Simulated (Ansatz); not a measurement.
# TiSiW, from a guessed structure to a relaxed one, part 2 of 2

Starting from a made-up structure for TiSiW, the aim is the relaxed cell, its shortest contacts and, where a second run follows, its electronic structure.

Ansatz 0.2.0; DFT, PBEsol, plane-wave PAW, files of the set soft_1, scalar-relativistic, no spin, cell and ions relaxed at zero pressure; PAW set soft_1 (the session's first sound run).

So far: Set-up; Relaxing cell and atoms. The relaxed cell has a, b, c = 3.306, 12.397, 4.283 Å (conventional setting).

### 3. Bands of the relaxed cell

A second self-consistent run takes a narrower smearing and the mesh shown in its input; the bands follow along the standard path of the relaxed lattice.

This step: DFT, PBEsol, plane-wave PAW, files of the set soft_1, scalar-relativistic, no spin, bands and density of states at the relaxed cell; PAW set soft_1 (Ansatz 0.2.0).

Input file input.yaml:

```yaml
crystal:
  lattice:
    - [1.6527977242, -6.1985399848, 0.0]
    - [1.6527977242, 6.1985399848, 0.0]
    - [0.0, 0.0, 4.2833272012]
  atoms:
    - { symbol: W, position: [0.065217406, 0.934782594, 0.75] }
    - { symbol: W, position: [0.934782594, 0.065217406, 0.25] }
    - { symbol: Ti, position: [0.737257033, 0.262742967, 0.75] }
    - { symbol: Ti, position: [0.262742967, 0.737257033, 0.25] }
    - { symbol: Si, position: [0.4022748682, 0.5977251318, 0.75] }
    - { symbol: Si, position: [0.5977251318, 0.4022748682, 0.25] }
kpoints:
  mp_grid: { grid: [10, 10, 8] }
  band_path:
    path:
      - [[0.0, 0.0, 0.0], [0.26777463, 0.26777463, 0.0], [0.0, 0.5, 0.0], [0.0, 0.5, 0.5], [0.26777463, 0.26777463, 0.5], [0.0, 0.0, 0.5], [0.0, 0.0, 0.0], [-0.5, 0.5, 0.0], [-0.26777463, 0.73222537, 0.0], [-0.26777463, 0.73222537, 0.5], [-0.5, 0.5, 0.5], [-0.5, 0.5, 0.0]]
      - [[0.0, 0.0, 0.5], [-0.5, 0.5, 0.5]]
    npoints: 6
scf:
  occupations: { method: fermi_dirac, width: 0.03 }
  n_extra_bands: 10
hamiltonian:
  xc: pbesol
  pseudopotentials: { kind: paw, azcp: { folder: soft_1 }, xc_functional: pbe }
output:
  forces: true
  stress: true
  write_bands: true
  dos: { projected: true }
  write_density: true
  write_potential: true
  elf: true
  volumetric_format: npy
```

Launch:

```sh
$ ansatz run input.yaml --threads 4 --pin off --max-ram 10240MiB --backend cpu --events-out ev --progress --plain --runs-dir out
```

Numbers of over 12 decimals in the logs are rounded to 6 here.

Log:

```text
[...]
Crystal: 6 atoms, lattice volume = 87.765 Å³
Basis set: ecut = 420 eV, 1699 PW (Γ), exchange–correlation on 90×90×60 points (8 copies of the dense FFT grid, shifted against one another)
Bands: 40, of which v1, the nominal top of the filled ones, is band 30 counted from 1 (29 counted from 0)
Symmetry: 8 space group operations
[...]
k-points: 155 of 800
[...]
SCF iter   1: F=—  HF=-26725.899963 eV  |F-HF|=—  |Δ(HF+E_count)|=         —  Δρ=2.73e-1  dr2=2.77e2  ethr=3.10e-3  ⟨swp⟩=6.2  Hψ=25780  notcnv=0
[...]
SCF iter  10: F=-26707.930799 eV  HF=-26707.930799 eV  |F-HF|=2.10e-9  |Δ(HF+E_count)|=   5.14e-8  Δρ=1.97e-6  dr2=2.54e-9  ethr=1.67e-10  ⟨swp⟩=7.3  Hψ=30577  notcnv=0
SCF 1 converged in 10 iterations: F = -26707.930799 eV  dr2 = 2.54e-9
[...]
NSCF: frozen V_eff on 74 k-points
SCF converged after 10 iterations
Free energy (F): -26707.930799 eV
[...]
Internal energy: -26707.918717 eV  (E = F + TS)
E sigma→0 (E₀):  -26707.924758 eV
Entropy (-TS):   -0.012082 eV (-2.014 meV/atom)
Fermi energy:    16.722845 eV
[...]
--- Forces (eV/Å), atoms counted from 1 ---
  atom   1  W      0.00000000    -0.02937117     0.00000000
  atom   2  W      0.00000000     0.02937117     0.00000000
  atom   3  Ti     0.00000000    -0.00167732     0.00000000
  atom   4  Ti     0.00000000     0.00167732     0.00000000
  atom   5  Si     0.00000000    -0.00632767     0.00000000
  atom   6  Si     0.00000000     0.00632767     0.00000000
  max |Σ_I F_I| component: 0.00e0 eV/Å
--- Stress (GPa, compression-positive) ---
        0.023396       0.000000       0.000000
        0.000000       0.091481       0.000000
        0.000000       0.000000      -0.116483
  P = ⅓ Tr σ = -0.0005 GPa (-0.005 kbar)
--- Band table (eV; the first three rows and the last of 155) ---
  k-point 0: bands = [... 26 lower, 15.1986, 15.5176, 15.8729, 16.1022, 16.2222, 16.4470, 17.9564, 18.2856, ... 6 higher]
  k-point 1: bands = [... 26 lower, 15.1745, 15.4926, 15.8029, 16.3266, 16.3701, 16.7134, 17.8421, 18.3080, ... 6 higher]
  k-point 2: bands = [... 26 lower, 14.9097, 15.7069, 16.0397, 16.4093, 16.7144, 17.1374, 17.3895, 18.4341, ... 6 higher]
  k-point 154: bands = [... 26 lower, 14.8811, 14.8811, 17.1629, 17.1629, 17.8091, 17.8091, 17.9348, 17.9348, ... 6 higher]
```

Wall time 19 s (4 threads of Intel Xeon Platinum 8259CL at 2.50GHz (Skylake/Cascade Lake), shared host); peak memory 0.78 GiB; 70 s of CPU time.

In the SCF lines HF is the Harris–Foulkes energy and dr2 the Hartree energy of the density residual, in eV; the loop may stop once dr2 is under the threshold and the program's other checks hold. Hψ counts applications of the Hamiltonian.

Numbers from this step:

```
free energy             : -26707.9308 eV
energy at zero smearing : -26707.9248 eV
smearing term TS        : 0.01208 eV
Fermi energy            : 16.72 eV
pressure                : -5.35e-4 GPa
```

bands.tsv at the labelled points (eV, zero at the Fermi level; the bands that come nearest the Fermi level along the path):

| point | band 27 | band 28 | band 29 | band 30 | band 31 | band 32 | band 33 | band 34 |
| --- | --- | --- | --- | --- | --- | --- | --- | --- |
| Γ | -1.52 | -1.21 | -0.85 | -0.62 | -0.50 | -0.28 | 1.23 | 1.56 |
| X | -1.18 | -1.11 | -0.54 | 0.11 | 0.62 | 0.96 | 1.87 | 2.18 |
| S | -1.20 | -0.99 | -0.57 | 0.20 | 0.44 | 1.06 | 2.04 | 2.19 |
| R | -0.89 | -0.89 | -0.75 | -0.75 | 0.74 | 0.74 | 1.10 | 1.10 |
| A | -0.91 | -0.91 | -0.76 | -0.76 | 0.68 | 0.68 | 0.85 | 0.85 |
| Z | -1.20 | -1.20 | -0.45 | -0.45 | 0.13 | 0.13 | 1.06 | 1.06 |
| Γ | -1.52 | -1.21 | -0.85 | -0.62 | -0.50 | -0.28 | 1.23 | 1.56 |
| Y | -1.52 | -1.35 | -0.73 | 0.05 | 0.66 | 1.34 | 1.86 | 2.05 |
| X1 | -1.18 | -1.11 | -0.54 | 0.11 | 0.62 | 0.96 | 1.87 | 2.18 |
| A1 | -0.91 | -0.91 | -0.76 | -0.76 | 0.68 | 0.68 | 0.85 | 0.85 |
| T | -1.84 | -1.84 | 0.44 | 0.44 | 1.09 | 1.09 | 1.21 | 1.21 |
| Y | -1.52 | -1.35 | -0.73 | 0.05 | 0.66 | 1.34 | 1.86 | 2.05 |
| Z | -1.20 | -1.20 | -0.45 | -0.45 | 0.13 | 0.13 | 1.06 | 1.06 |
| T | -1.84 | -1.84 | 0.44 | 0.44 | 1.09 | 1.09 | 1.21 | 1.21 |

Counts of states for the cell as run, both spins, by energy window (eV from the Fermi level):

| from | to | total |
| --- | --- | --- |
| -8 | -7 | 0.28 |
| -7 | -6 | 0.65 |
| -6 | -5 | 2.54 |
| -5 | -4 | 2.72 |
| -4 | -3 | 3.18 |
| -3 | -2 | 5.83 |
| -2 | -1 | 4.64 |
| -1 | 0 | 4.42 |
| 0 | 1 | 4.23 |
| 1 | 2 | 4.37 |

A further 35.7 states lie below the table's range.

Valence density in the ab plane of the cell as run, not the conventional one, at fractional z = 0.250, with atoms of W and Ti and Si within 0.2 Å of it. It is the smooth field of the valence electrons, not physical close to the nuclei.

Values in e/Å³, 10 rows by 16 columns, each cell a mean:
```
 0  0  0  0  0  1  2  2  1  0  0  1  4  5  3  1
 0  0  0  1  4  7  6  2  0  0  1  2  2  1  0  0
 0  0  2  7 10  6  2  0  0  0  1  1  0  0  0  0
 0  2  6  7  3  1  0  0  0  0  0  0  0  0  0  0
 1  2  2  1  0  0  0  0  0  0  0  0  0  0  0  0
 0  0  0  0  0  0  0  0  0  0  0  0  0  0  0  0
 0  1  1  1  1  0  0  0  0  0  0  0  0  0  0  0
 3  4  3  1  0  0  0  0  0  0  0  0  0  0  0  1
 6  4  1  0  0  0  0  0  0  0  0  0  0  1  3  5
 3  1  0  0  0  0  0  0  0  0  0  0  1  4  6  5
```
Columns run along a (6.4 Å), rows up along b (6.4 Å). Atoms in or near the plane, at fractional coordinates: W at (0.93, 0.07), Ti at (0.26, 0.74), Si at (0.60, 0.40).

ELF in the ab plane of the cell as run, not the conventional one, at fractional z = 0.250, with atoms of W and Ti and Si within 0.2 Å of it. It is the smooth field of the valence electrons, not physical close to the nuclei.

Ten even steps from '0' (0.09) to '9' (0.73), each cell a mean:
```
123321156313378785
232103898323599841
421039996233687424
420399982332443466
303988832421236886
228999325422589876
179982265336987774
389722564468755871
354234445775347830
122333247744469610
123321268545698300
334422586345995213
368634884369964554
799637964799656744
788459867974367447
584378787521364474
852577752000444741
513555311102437637
```
Columns run along a (6.4 Å), rows up along b (6.4 Å). Atoms in or near the plane, at fractional coordinates: W at (0.93, 0.07), Ti at (0.26, 0.74), Si at (0.60, 0.40).

Electrostatic potential energy in the ab plane of the cell as run, not the conventional one, at fractional z = 0.250, with atoms of W and Ti and Si within 0.2 Å of it. With pseudopotentials it is smooth inside the atoms' cores, unlike the true potential.

Ten even steps from '_' (-29 eV) to '@' (18 eV), each cell a mean:
```
%%@@@@@@@@%%**==--==##%%##::______--
@@@@@@@@%%++::..::++%%%%==..__..==%%
@@@@@@%%++..__..--##%%##--..::++%%@@
@@@@%%++..____::**%%%%**==++##%%@@@@
@@%%++..____..++%%@@%%####%%%%%%%%@@
@@**::____..++%%@@@@%%%%%%%%####%%@@
##--..__::++@@@@@@@@@@@@##++--++%%%%
++::..--**%%@@@@@@@@@@**--..::**%%%%
==--==##%%@@@@@@@@@@**::--::==%%%%##
****%%%%%%%%@@@@@@**--++==--##@@%%##
%%%%%%####%%@@@@**--****::**@@@@@@%%
@@##**++**%%%%##--==**::**@@@@@@@@@@
**--..::**%%%%==::--::**@@@@@@@@@@@@
..____--##%%**::..--**@@@@@@@@@@%%++
____..**%%%%++--++##@@@@@@@@@@%%++..
____==%%@@%%####%%@@@@@@@@@@%%++____
__--%%@@@@%%%%%%%%%%%%@@@@%%++..____
--##@@@@@@@@@@%%****##@@@@**..______
```
Columns run along a (6.4 Å; values clipped at the 3rd and 97th percentile), rows up along b (6.4 Å). Atoms in or near the plane, at fractional coordinates: W at (0.93, 0.07), Ti at (0.26, 0.74), Si at (0.60, 0.40).

### 4. Outcome

- space group, relaxed: Cmcm
- conventional cell: a = 3.306, b = 12.397, c = 4.283 Å; α = 90.0°, β = 90.0°, γ = 90.0°
- volume per atom: 14.63 Å³ (guess 17.02)

TiSiW relaxes to Cmcm with a = 3.306, b = 12.397 and c = 4.283 Å. The guessed volume was 16 % too large. The space group Cmcm was held in the relaxation, so the end point is a stationary structure within it and may be a saddle against distortions or other arrangements. Bands cross the Fermi level, so it is a metal or semimetal at this level. On the 10×10×8 mesh with the narrower smearing (relaxed on 7×7×7) the largest force component is 0.029 eV/Å and the largest stress component is 0.116 GPa, against the relaxation's thresholds of 0.015 eV/Å and 0.05 GPa. The cutoff wasn't tested. A vector of the cell changed its length by 16 %, more than the volume shows. Spin-orbit coupling is left out, which can matter for elements this heavy. No dispersion term is used, so weakly bound directions may come out too long. The runs have no spin, and magnetism wasn't tested. Nothing here tests whether the compound is stable against decomposition.

[Logs are printed without paths, hosts, clocks, repeated set-up lines and the standing remarks that a program may print on its own settings, such as how far it seeks lower states.]

[Hosts, paths, dates, database ids (printed as entryN), source tags and the programs' standing remarks are cut or masked in the printed files.]
